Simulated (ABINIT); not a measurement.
# SnO2 (Cassiterite): modes at Γ and the response to a field, part 3 of 3

Which modes does SnO2 (Cassiterite) have at the zone centre?

ABINIT 10.8.3; DFT LDA, scalar-relativistic, plane waves, PseudoDojo norm-conserving pseudopotentials.

So far. Step 6 (Zone-centre response): The acoustic modes at Γ come out as far as 3.1 cm⁻¹ from zero, where they should vanish, a small numerical error; the Born charges miss their sum rule by 0.017 e, which is good. Step 7 (Modes with the sum rule): The rule moves no optical mode by more than 0.2 cm⁻¹. The relaxed cell has a = 4.725, c = 3.195 Å (conventional setting).

## (8) Sum rules set otherwise (asr 0)

Without the rule the raw error of the acoustic modes shows.

The input, anaddb.abi:

```
ddb_filepath "gamma_DDB"
output_file "anaddb.abo"
outdata_prefix "anaddb"
asr 0
chneut 0
enunit 2
eivec 1
nph1l 1
qph1l 0.0 0.0 0.0 1.0
dieflag 2
nph2l 3
qph2l 
    1.0 0.0 0.0 0.0
    0.0 0.0 1.0 0.0
    1.0 1.0 1.0 0.0
```

The input, mrgddb.in:

```
gamma_DDB
merged
2
dfpt_gammao_DS2_DDB
gso_DDB
```

Launch:

```bash
$ mrgddb < mrgddb.in > mrgddb.log
$ OMP_NUM_THREADS=1 anaddb anaddb.abi > anaddb.log
```

anaddb.abo, the main output file:

```text
[banners, grids, parts of the stress and lines that vanish by symmetry left out]
-outvars_anaddb: echo values of input variables ----------------------

 Flags :
[...]
Dielectric Tensor and Effective Charges
[...]
Effective charge tensors after
[...]
Phonon wavevector (reduced coordinates) :  0.00000  0.00000  0.00000
 Phonon energies in Hartree :
[...]
Phonon energies in meV     :
- -3.860225E-01 -2.630322E-01 -2.630321E-01  1.262923E+01  1.814592E+01
-  2.762240E+01  2.762240E+01  3.476240E+01  3.476240E+01  4.307119E+01
-  5.743168E+01  5.814892E+01  5.814892E+01  6.978394E+01  7.421103E+01
-  7.421103E+01  7.798560E+01  9.374642E+01
 Phonon frequencies in cm-1    :
- -3.113481E+00 -2.121497E+00 -2.121497E+00  1.018616E+02  1.463567E+02
-  2.227897E+02  2.227897E+02  2.803777E+02  2.803777E+02  3.473926E+02
-  4.632178E+02  4.690027E+02  4.690027E+02  5.628454E+02  5.985523E+02
-  5.985523E+02  6.289963E+02  7.561159E+02
 Phonon frequencies in Thz     :
- -9.333982E-02 -6.360089E-02 -6.360089E-02  3.053734E+00  4.387663E+00
-  6.679068E+00  6.679068E+00  8.405511E+00  8.405511E+00  1.041457E+01
-  1.388692E+01  1.406035E+01  1.406035E+01  1.687368E+01  1.794415E+01
-  1.794415E+01  1.885683E+01  2.266778E+01
 Phonon energies in Kelvin  :
- -4.479605E+00 -3.052361E+00 -3.052361E+00  1.465561E+02  2.105746E+02
-  3.205447E+02  3.205447E+02  4.034009E+02  4.034009E+02  4.998204E+02
-  6.664670E+02  6.747902E+02  6.747902E+02  8.098090E+02  8.611832E+02
-  8.611832E+02  9.049853E+02  1.087882E+03
[...]
-  1  0.00000000E+00  1.34899125E-03  0.00000000E+00
-     0.00000000E+00  0.00000000E+00  0.00000000E+00
-  2  0.00000000E+00  1.34899125E-03  0.00000000E+00
-     0.00000000E+00  0.00000000E+00  0.00000000E+00
-  3  0.00000000E+00  1.34937907E-03  0.00000000E+00
-     0.00000000E+00  0.00000000E+00  0.00000000E+00
-  4  2.05351466E-07  1.34937907E-03  0.00000000E+00
-     0.00000000E+00  0.00000000E+00  0.00000000E+00
-  5  0.00000000E+00  1.34937907E-03  0.00000000E+00
-     0.00000000E+00  0.00000000E+00  0.00000000E+00
-  6  2.05351466E-07  1.34937907E-03  0.00000000E+00
-     0.00000000E+00  0.00000000E+00  0.00000000E+00
[...]
-  1  1.34899125E-03  0.00000000E+00  0.00000000E+00
-     0.00000000E+00  0.00000000E+00  0.00000000E+00
-  2  1.34899125E-03  0.00000000E+00  0.00000000E+00
-     0.00000000E+00  0.00000000E+00  0.00000000E+00
-  3  1.34937907E-03 -2.05351466E-07  0.00000000E+00
-     0.00000000E+00  0.00000000E+00  0.00000000E+00
-  4  1.34937907E-03  0.00000000E+00  0.00000000E+00
-     0.00000000E+00  0.00000000E+00  0.00000000E+00
-  5  1.34937907E-03 -2.05351466E-07  0.00000000E+00
[...]
-  6  1.34937907E-03  0.00000000E+00  0.00000000E+00
[...]
-  1  4.52826735E-04 -5.30560395E-04  0.00000000E+00
[...]
-  2 -4.53387402E-04 -5.31038997E-04  0.00000000E+00
[...]
Phonon at Gamma, with non-analyticity in the
[...]
Phonon energies in Hartree :
[...]
Phonon energies in meV     :
- -3.860225E-01 -2.630322E-01 -2.619275E-01  1.262923E+01  1.814592E+01
-  2.762240E+01  3.277271E+01  3.476240E+01  4.107282E+01  4.307119E+01
[...]
Phonon frequencies in cm-1    :
[...]
Phonon frequencies in Thz     :
[...]
Phonon energies in Kelvin  :
[...]
-  5  0.00000000E+00  0.00000000E+00 -2.34688160E-04
-     0.00000000E+00  0.00000000E+00  0.00000000E+00
-  6  0.00000000E+00  0.00000000E+00 -4.13384646E-03
-     0.00000000E+00  0.00000000E+00  0.00000000E+00
[...]
Phonon at Gamma, with non-analyticity in the
[...]
Phonon energies in Hartree :
[...]
Phonon energies in meV     :
[...]
-  2.762240E+01  2.762240E+01  3.476240E+01  3.476240E+01  4.307119E+01
-  5.814892E+01  5.814892E+01  6.978394E+01  7.421103E+01  7.421103E+01
-  7.798560E+01  8.330066E+01  9.374642E+01
 Phonon frequencies in cm-1    :
- -3.113389E+00 -2.121497E+00 -2.121497E+00  1.018616E+02  1.463567E+02
-  2.227897E+02  2.227897E+02  2.803777E+02  2.803777E+02  3.473926E+02
-  4.690027E+02  4.690027E+02  5.628454E+02  5.985523E+02  5.985523E+02
-  6.289963E+02  6.718651E+02  7.561159E+02
 Phonon frequencies in Thz     :
- -9.333706E-02 -6.360089E-02 -6.360089E-02  3.053734E+00  4.387663E+00
[...]
-  1.885683E+01  2.014201E+01  2.266778E+01
 Phonon energies in Kelvin  :
[...]
-  9.049853E+02  9.666640E+02  1.087882E+03
[...]
-  1  0.00000000E+00  1.34899125E-03  0.00000000E+00
[...]
-  2  0.00000000E+00  1.34899125E-03  0.00000000E+00
[...]
-  3  0.00000000E+00  1.34937906E-03  0.00000000E+00
[...]
-  4  2.16237258E-07  1.34937907E-03  0.00000000E+00
[...]
Phonon at Gamma, with non-analyticity in the
[...]
Phonon energies in Hartree :
[...]
Phonon energies in meV     :
[...]
Phonon frequencies in cm-1    :
[...]
Phonon frequencies in Thz     :
[...]
Phonon energies in Kelvin  :
[...]
-  3.205447E+02  3.689765E+02  4.034009E+02  4.298954E+02  4.998204E+02
-  6.747902E+02  6.747902E+02  7.364555E+02  8.098090E+02  8.611832E+02
[...]
-  5  0.00000000E+00  0.00000000E+00 -4.14050299E-03
-     0.00000000E+00  0.00000000E+00  0.00000000E+00
-  6  0.00000000E+00  0.00000000E+00  0.00000000E+00
-     0.00000000E+00  0.00000000E+00  0.00000000E+00
[...]
;  6 -2.07025150E-03  2.07025150E-03  0.00000000E+00
;     0.00000000E+00  0.00000000E+00  0.00000000E+00
-
```

The job ended after 0.62 s (1 thread of AMD EPYC 9R45, shared host).

Read from the output:

| Item | Value |
| --- | --- |
| lowest optical zone-centre mode | 101.9 cm⁻¹ |

Zone-centre frequencies as printed; negative means imaginary. Modes:

| mode | frequency (cm⁻¹) |
| --- | --- |
| 1 | -3.11 |
| 2 | -2.12 |
| 3 | -2.12 |
| 4 | 101.9 |
| 5 | 146.4 |
| 6 | 222.8 |
| 7 | 222.8 |
| 8 | 280.4 |
| 9 | 280.4 |
| 10 | 347.4 |
| 11 | 463.2 |
| 12 | 469 |
| 13 | 469 |
| 14 | 562.9 |
| 15 | 598.5 |
| 16 | 598.5 |
| 17 | 629 |
| 18 | 756.1 |

## (9) Outcome

| Property | Result |
| --- | --- |
| space group after relaxation | P4_2/mnm |
| volume per atom | 11.9 Å³ |
| highest optical zone-centre mode (no LO-TO term) | 756.1 cm⁻¹ |
| lowest optical zone-centre mode | 102.0 cm⁻¹ |
| highest mode moved by the LO-TO term | 736.3 cm⁻¹ |
| mean high-frequency dielectric constant | 4.52 |
| largest Born charge in size (third of the trace) | 4.28 e |
| imaginary optical modes at the zone centre (no q mesh in this session) | none |

**Reading.** At the LDA level the optical modes of SnO2 (Cassiterite) at the zone centre (no LO-TO term) run from 102 to 756 cm⁻¹. The base run prints -1.0 GPa, mostly the error of a finite basis; the relaxation, with a smoothed and higher cutoff, had brought the cell to rest. Along the directions run, the highest mode that the macroscopic field moves lies at 736 cm⁻¹. These are harmonic frequencies at zero temperature: anharmonic shifts and linewidths and thermal expansion are left out. The published file for Sn has no f projectors, which tends to make oxide cells too large.

[Host names and launcher messages were left out of these logs when they were recorded.]

[Logs are printed without paths, hosts, clocks, repeated set-up lines and the standing remarks that a program may print on its own settings, such as how far it seeks lower states.]

[Hosts, paths, dates, database ids (printed as entryN), source tags and the programs' standing remarks are cut or masked in the printed files.]
